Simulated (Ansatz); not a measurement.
## LiHIF (built on the sites of a database entry of LiHF2): a soft mode frozen in

Wanted: the energy along a soft mode of LiHIF (built on the sites of a database entry of LiHF2) and the structure at the end.

Program: Ansatz 0.2.0. Level of theory: DFT PBEsol, scalar-relativistic, plane waves, PAW. Results are calculated unless marked as measured.

Report form: the programs' logs are mostly left out.

The structure was built from a prototype and need not be the compound's stable phase.

### 1. Set-up

The structure is trigonal, space group R3m (No. 160). Conventional cell: a = 4.225 Å, b = 4.225 Å, c = 17.375 Å, α = 90.00°, β = 90.00°, γ = 120.00°. Li has 3 I at 2.74 Å and 3 F at 2.79 Å nearest. Nearest to H lie 1 F at 0.98 Å. Nearest to F lie 1 H at 0.98 Å. I has 1 H at 2.22 Å and 3 Li at 2.74 Å nearest. Farther neighbours and most contacts between anions are not listed.

### 2. The dispersion

The cell comes from relaxations at this level that are not shown. Stability and thermal properties need the whole zone. Linear response on a 3×3×3 q mesh gives force constants as far as a supercell of that size would, and the tensors from the zone-centre run are typed in so that the long-range dipole term is interpolated apart.

The input, input.yaml:

```yaml
crystal:
  lattice:
    - [2.1125765614, 1.2196984836, 5.7916167841]
    - [-2.1125765614, 1.2196984836, 5.7916167841]
    - [0.0, -2.4393914556, 5.7916179448]
  atoms:
    - { symbol: Li, position: [0.0066020205, 0.0066020205, 0.0066020205] }
    - { symbol: H, position: [0.4740983944, 0.4740983944, 0.4740983944] }
    - { symbol: F, position: [0.4175124216, 0.4175124216, 0.4175124216] }
    - { symbol: I, position: [0.6017871637, 0.6017871637, 0.6017871637] }
kpoints:
  mp_grid: { grid: [6, 6, 6] }
hamiltonian:
  xc: pbesol
scf:
  occupations: { method: fixed }
output:
  eigenvalues: true
phonons:
  method: dfpt
  qmesh: [3, 3, 3]
  temperatures: { t_max: 1000, t_step: 50 }
  qpath:
    path:
      - [[0.0, 0.0, 0.0], [-0.5, -0.5, -0.5], [-0.5, -0.19623404, -0.80376596]]
      - [[-0.19623404, 0.19623404, -0.5], [0.0, 0.0, -0.5], [0.0, 0.0, 0.0], [0.0, 0.34811702, -0.34811702]]
      - [[-0.34811702, 0.0, -0.65188298], [-0.5, 0.0, -0.5], [0.0, 0.0, 0.0]]
    npoints: 10
  non_analytic_term:
    high_frequency_dielectric_tensor: [[2.6987, 0.0, 0.0], [0.0, 2.6987, 0.0], [0.0, 0.0, 2.6583]]
    born_effective_charges:
      - { species: Li, tensor: [[1.1548, 0.0, 0.0], [0.0, 1.1548, 0.0], [0.0, 0.0, 0.9356]] }
      - { species: H, tensor: [[0.1927, 0.0, 0.0], [0.0, 0.1927, 0.0], [0.0, 0.0, 2.0842]] }
      - { species: F, tensor: [[-0.4922, 0.0, 0.0], [0.0, -0.4922, 0.0], [0.0, 0.0, -2.0193]] }
      - { species: I, tensor: [[-0.8553, 0.0, 0.0], [0.0, -0.8553, 0.0], [0.0, 0.0, -1.0005]] }
    source: "zone-centre run at this cell"
```

The run is started by

```console
> ansatz run input.yaml --threads 4 --pin off --max-ram 7168MiB --backend cpu --events-out ev --progress --plain --runs-dir out
```

Wall time 7.9 min (4 threads of Arm Neoverse V1, shared host); peak memory 1.2 GiB.

Numbers from this step:

```yaml
gap_on_the_k_mesh: 3.472 eV
volume_per_atom: 22.38 Å³
sum_rule_residual_before_enforcement: 1.07e-5 eV/Å²
lowest_frequency_on_the_path: -80.12 cm⁻¹
point_group: 3m
highest_frequency_on_the_path_or_at_a_solved_wavevector: 3133 cm⁻¹
highest_optical_mode_at_the_zone_centre_no_lo_to_term: 2980 cm⁻¹
lowest_optical_zone_centre_mode: -58.05 cm⁻¹
lowest_mode_on_the_q_mesh_acoustic_modes_at_gamma_apart: -75.73 cm⁻¹
```

Frequencies (cm⁻¹) solved at each irreducible wavevector; negative means imaginary. Frequencies by wavevector, by row:

```tsv
q in reciprocal lattice units	star	mode 1	mode 2	mode 3	mode 4	mode 10	mode 11	mode 12
0 0 0	1	-58	-58	0	0	657.9	657.9	2980
0 0 0.3333	6	-71.2	-69.4	38.3	48.4	662.4	687.7	2982
0 0.3333 0.3333	6	-70.3	-66.8	42.9	50.8	665.2	687.3	3004
0 0.3333 -0.3333	6	-75.7	-72.5	54.7	62.6	681.9	683.1	2988
0.3333 0.3333 0.3333	2	-54.2	-54.2	8.2	8.2	660.8	660.8	3132
0.3333 0.3333 -0.3333	6	-69.8	-64.5	50.6	58.6	665.2	689.9	3024
```

Interpolated from a 3×3×3 q mesh, with the LO-TO term (at Γ the limit along the path; where Γ stands inside the path, tables give the limit on arrival). Phonon branches along the path, in cm⁻¹:

```tsv
point	branch 1	branch 2	branch 3	branch 4	branch 9	branch 10	branch 11	branch 12
Γ	-58	-58	0	0	288	658	658	3133
halfway	-56	-56	8	8	292	660	660	3132
T	-52	-52	7	7	295	662	662	3132
halfway	-68	-52	40	58	264	666	682	3047
H2	-77	-71	54	64	268	680	686	2993
jump to H0	-77	-71	54	64	268	680	686	2993
halfway	-79	-69	42	67	293	672	690	2982
L	-80	-73	48	54	311	664	695	2981
halfway	-69	-58	28	41	306	661	680	2984
Γ	-58	-32	0	0	301	658	666	2987
halfway	-73	-57	27	40	301	664	682	2978
S0	-76	-72	56	62	269	681	684	2990
jump to S2	-76	-72	56	62	269	681	684	2990
halfway	-79	-70	51	60	268	672	693	3001
F	-80	-73	52	58	271	667	696	3007
halfway	-68	-56	34	43	287	663	679	3003
Γ	-58	-36	0	0	299	658	665	3004
```

Symmetry leaves 6 wavevectors to solve. The lowest mode among them, the acoustic zeros apart, lies at q = (0, 0.333, -0.333) and is imaginary, 75.7i cm⁻¹, so the energy falls along it. Between them the interpolated path dips to 80i cm⁻¹.

### 3. The mode frozen in, largest atomic shift 0 Å

The mode followed lies at q = (0, 0.333, -0.333) with frequency 75.7i cm⁻¹, the softest among the wavevectors solved. At small amplitude the distorted cell has space group no. 8 by a symmetry search on the positions. The undistorted cell that holds it gives the zero of energy on the same k mesh.

System of this step: LiHIF (built on the sites of a database entry of LiHF2). The structure is trigonal, space group R3m (No. 160). Conventional cell: a = 4.225 Å, b = 4.225 Å, c = 17.375 Å, α = 90.00°, β = 90.00°, γ = 120.00°. Nearest to Li lie 3 I at 2.74 Å and 3 F at 2.79 Å. Nearest to H lie 1 F at 0.98 Å. Nearest to F lie 1 H at 0.98 Å. I has 1 H at 2.22 Å and 3 Li at 2.74 Å nearest. Farther neighbours and most contacts between anions are not listed.

The input, input.yaml:

```yaml
crystal:
  lattice:
    - [-2.1125765614, -1.2196984836, -5.7916167841]
    - [0.0, -7.3181798786, 2.3215e-06]
    - [-6.3377296843, -3.6590899393, 1.1607e-06]
  atoms:
    - { symbol: Li, position: [0.9801939385, 0.6666666667, 0.6732686872] }
    - { symbol: Li, position: [0.9801939385, 0.3333333333, 0.3399353538] }
    - { symbol: Li, position: [0.9801939385, 1.0, 0.0066020205] }
    - { symbol: H, position: [0.5777048169, 0.6666666667, 0.140765061] }
    - { symbol: H, position: [0.5777048169, 0.3333333333, 0.8074317277] }
    - { symbol: H, position: [0.5777048169, 0.0, 0.4740983944] }
    - { symbol: F, position: [0.7474627352, 0.6666666667, 0.0841790883] }
    - { symbol: F, position: [0.7474627352, 0.3333333333, 0.7508457549] }
    - { symbol: F, position: [0.7474627352, 1.0, 0.4175124216] }
    - { symbol: I, position: [0.194638509, 0.6666666667, 0.2684538303] }
    - { symbol: I, position: [0.194638509, 0.3333333333, 0.935120497] }
    - { symbol: I, position: [0.194638509, 1.0, 0.6017871637] }
kpoints:
  mp_grid: { grid: [4, 4, 4] }
hamiltonian:
  xc: pbesol
scf:
  occupations: { method: gaussian, width: 0.02 }
output:
  forces: true
  stress: true
  eigenvalues: true
```

Wall time 7.3 s (4 threads); peak memory 0.71 GiB.

Numbers from this step:

```yaml
pressure: 2.36e-4 GPa
energy_from_the_undistorted_cell: 0 meV/atom
```

At this level the gap is 3.47 eV on the k-mesh of the self-consistent run, which can miss the band edges.

### 4. The mode frozen in, largest atomic shift 0.6 Å

The atoms are moved along the unstable eigenvector, the largest shift by 0.6 Å, with the cell fixed.

The input, input.yaml:

```yaml
crystal:
  lattice:
    - [-2.1125765614, -1.2196984836, -5.7916167841]
    - [0.0, -7.3181798786, 2.3215e-06]
    - [-6.3377296843, -3.6590899393, 1.1607e-06]
  atoms:
    - { symbol: Li, position: [0.9856096797, 0.6982481398, 0.6421008323] }
    - { symbol: Li, position: [0.9693623719, 0.3333339336, 0.3706895292] }
    - { symbol: Li, position: [0.9856099603, 0.9684190723, 0.0070145694] }
    - { symbol: H, position: [0.5862650402, 0.7088738572, 0.1474437258] }
    - { symbol: H, position: [0.5605842375, 0.3333341355, 0.7518663749] }
    - { symbol: H, position: [0.5862645521, -0.0422079927, 0.5229830666] }
    - { symbol: F, position: [0.756241734, 0.7221398524, 0.0939165934] }
    - { symbol: F, position: [0.7299046013, 0.3333343876, 0.6758964497] }
    - { symbol: F, position: [0.7562421889, 0.9445277724, 0.4827245749] }
    - { symbol: I, position: [0.2071586414, 0.6652789221, 0.2654741972] }
    - { symbol: I, position: [0.1695980498, 0.333333307, 0.9424675781] }
    - { symbol: I, position: [0.2071592901, 1.0013877206, 0.5974196076] }
kpoints:
  mp_grid: { grid: [4, 4, 4] }
hamiltonian:
  xc: pbesol
scf:
  occupations: { method: gaussian, width: 0.02 }
output:
  forces: true
  stress: true
  eigenvalues: true
```

Run time: 8.1 s. Hardware: 4 threads; peak memory 0.72 GiB; 31 s of CPU time.

Numbers from this step:

```yaml
pressure: -0.1977 GPa
gap_on_the_k_mesh: 3.489 eV
energy_from_the_undistorted_cell: -17.32 meV/atom
```

The energy, extrapolated to zero smearing, is -17.32 meV/atom against the undistorted cell.

The run ends at a pressure of -0.20 GPa, with forces up to 0.35 eV/Å.

### 5. Energy along the mode, all amplitudes (two of the runs are shown above)

An imaginary frequency means negative curvature, so the energy should fall and then rise again as anharmonic terms take over.

Numbers from this step:

```
depth at the lowest point sampled  : 17.32 meV/atom
largest atomic shift at that point : 0.6 Å
```

Table of energy from the parent by largest shift of an atom, one sign:

```tsv
largest shift of an atom, one sign (Å)	energy from the parent (meV/atom)
0.000	0
0.040	-0.081
0.080	-0.328
0.140	-1.02
0.220	-2.54
0.320	-5.39
0.450	-10.4
0.600	-17.3
```

Displacement at unit largest shift by atom:

```tsv
atom	x (Å)	y (Å)	z (Å)	size
Li1	0.31	-0.21	-0.05	0.38
Li2	-0.29	-0.17	0.10	0.35
Li3	-0.02	0.37	-0.05	0.38
H4	-0.10	-0.57	-0.08	0.59
H5	0.65	0.37	0.17	0.77
H6	-0.55	0.20	-0.08	0.59
F7	-0.13	-0.75	-0.09	0.77
F8	0.85	0.49	0.17	1.00
F9	-0.72	0.26	-0.09	0.77
I10	-0.01	0.01	-0.12	0.12
I11	0.01	0.01	0.24	0.24
I12	0.00	-0.02	-0.12	0.12
```

The lowest of the steps tried is the last one, at 0.6 Å, 17.3 meV/atom below the parent; the bottom of the well need not coincide with a step.

### 6. Relaxation from the frozen mode

Starting from the lowest point found, all atoms and the cell are let go, so that strain and other modes of the same symmetry can join in.

Edit input.yaml of step 4 so:

```diff
@@ -23,3 +23,3 @@
 scf:
-  occupations: { method: gaussian, width: 0.02 }
+  occupations: { method: fixed }
 output:
@@ -28 +28,6 @@
   eigenvalues: true
+relax:
+  adjacent_minimum: "off"
+  f_tol: 0.002
+  max_steps: 120
+  cell: { stress_tol: 0.03 }
```

Elapsed: 4.7 min, on 4 threads; peak memory 0.8 GiB.

The steps of the relaxation (22 of 28):

```tsv
step	energy less that of the first step (eV)	largest force component (eV/Å)	pressure (GPa)	volume (Å³)
1	0.0000	0.3303	-0.20	268.62
2	-0.0338	0.8333	0.15	268.39
4	-0.3233	0.1879	0.01	264.82
5	-0.3248	1.0976	-0.62	266.67
6	-0.4193	0.0992	0.14	257.52
7	-0.4334	0.0469	0.01	256.96
9	-0.4345	0.1475	-0.10	256.44
10	-0.4364	0.0153	0.02	256.90
11	-0.4362	0.0188	0.00	257.24
13	-0.4355	0.0025	0.00	258.00
14	-0.4352	0.0023	0.00	258.26
15	-0.4351	0.0036	0.00	258.36
16	-0.4352	0.0009	0.00	258.30
18	-0.4544	0.0302	0.03	256.38
19	-0.4542	0.0436	-0.02	257.16
20	-0.4539	0.0105	0.00	257.96
22	-0.4540	0.0012	0.00	257.93
23*	-0.4548	0.0009	0.00	257.93
24	-0.4552	0.0014	0.00	257.85
25	-0.4552	0.0018	0.00	257.81
27	-0.4554	0.0011	0.00	257.72
28*	-0.4552	0.0011	0.00	257.72
```

Relaxation steps marked * repeat the geometry before them on a plane-wave basis chosen anew for their cell, so energy and pressure can jump there. Other such steps can lie between the rows shown. Relaxation steps 9, 15 were tried and not accepted.

The run keeps the 2 symmetry operations that it works with, so distortions that break them were not tested.

```tsv
cell as run	before	after	change
a (Å)	6.284	6.415	+2.1 %
b (Å)	7.318	7.424	+1.4 %
c (Å)	7.318	7.566	+3.4 %
α (°)	60.00	59.37	-1.1 %
β (°)	67.16	56.23	-16.3 %
γ (°)	78.81	73.54	-6.7 %
volume (Å³/atom)	22.38	21.48	-4.1 %
```

The atoms that moved most (Å, as changes of fractional coordinates times the final cell):

```tsv
atom	dx	dy	dz	length
F7	-0.405	-0.561	-0.042	0.693
F9	-0.688	-0.071	-0.042	0.693
I11	0.188	0.108	0.525	0.568
H5	0.327	0.189	0.391	0.544
F8	0.383	0.221	0.312	0.541
I10	0.245	0.169	-0.334	0.447
I12	0.269	0.128	-0.334	0.447
H6	-0.386	0.041	-0.118	0.406
```

Final coordinates:

```cif
data_structure
_symmetry_space_group_name_H-M 'P 1'
_symmetry_Int_Tables_number 1
_cell_length_a 6.4151
_cell_length_b 7.4239
_cell_length_c 7.5659
_cell_angle_alpha 59.365
_cell_angle_beta 56.227
_cell_angle_gamma 73.545
_cell_volume 257.72
loop_
_atom_site_label
_atom_site_type_symbol
_atom_site_fract_x
_atom_site_fract_y
_atom_site_fract_z
_atom_site_occupancy
Li1 Li 0.00787 0.70901 0.61057 1
Li2 Li 0.97420 0.33333 0.36845 1
Li3 Li 0.00787 0.95766 0.98624 1
H4 H 0.60287 0.74470 0.16440 1
H5 H 0.49412 0.33333 0.72870 1
H6 H 0.60287 0.92197 0.57576 1
F7 F 0.75323 0.76644 0.15677 1
F8 F 0.67934 0.33333 0.63778 1
F9 F 0.75323 0.90023 0.58988 1
I10 I 0.27458 0.66154 0.20060 1
I11 I 0.07525 0.33333 0.95203 1
I12 I 0.27458 0.00513 0.52881 1
```

Numbers from this step:

```
pressure          : -0.001726 GPa
gap on the k-mesh : 4.053 eV
volume per atom   : 21.48 Å³
```

The distorted start has space group Cm; the relaxation ends in Cm.

### 7. Summary of results

```json
{
 "unstable mode of the parent": "q = (0, 0.333, -0.333), 76i cm⁻¹",
 "depth at the lowest point sampled": "17.3 meV/atom",
 "largest atomic shift at that point": "0.6 Å",
 "space group reached (within 0.01 Å)": "Cm",
 "energy gained over the parent (first relaxation, on the mesh of the frozen mode)": "55.2 meV/atom",
 "volume per atom, phase reached": "21.5 Å³",
 "gap on the k-mesh, phase reached": "4.05 eV"
}
```

Along this mode the structure falls into Cm, 55.2 meV/atom below the parent. At the parent's cell the well is 17.32 meV/atom deep on the steps tried, with its lowest point at a shift of 0.6 Å. That is the last step tried, so the steps alone don't bracket the bottom of the well. Relaxing atoms and cell changes the gain by +37.93 meV/atom against the lowest step (energies at zero smearing). Most of the total comes from this relaxation. The modes of the phase reached were not computed on this path. Of the 2 patterns followed to their end from this parent, this one reaches the lowest energy. Each path keeps the symmetry of its pattern, so a lower phase may lie along a pattern not tried. The program warns that the interpolation holds no quadrupole term, so branches close to Γ can be off in this crystal. Spin-orbit coupling is left out, which can matter for the heavy elements here. The starting cell was built on a prototype and not taken from a measurement, so the phase need not exist.

[Logs are printed without paths, hosts, clocks, repeated set-up lines and the standing remarks that a program may print on its own settings, such as how far it seeks lower states.]

[Hosts, paths, dates, database ids (printed as entryN), source tags and the programs' standing remarks are cut or masked in the printed files.]
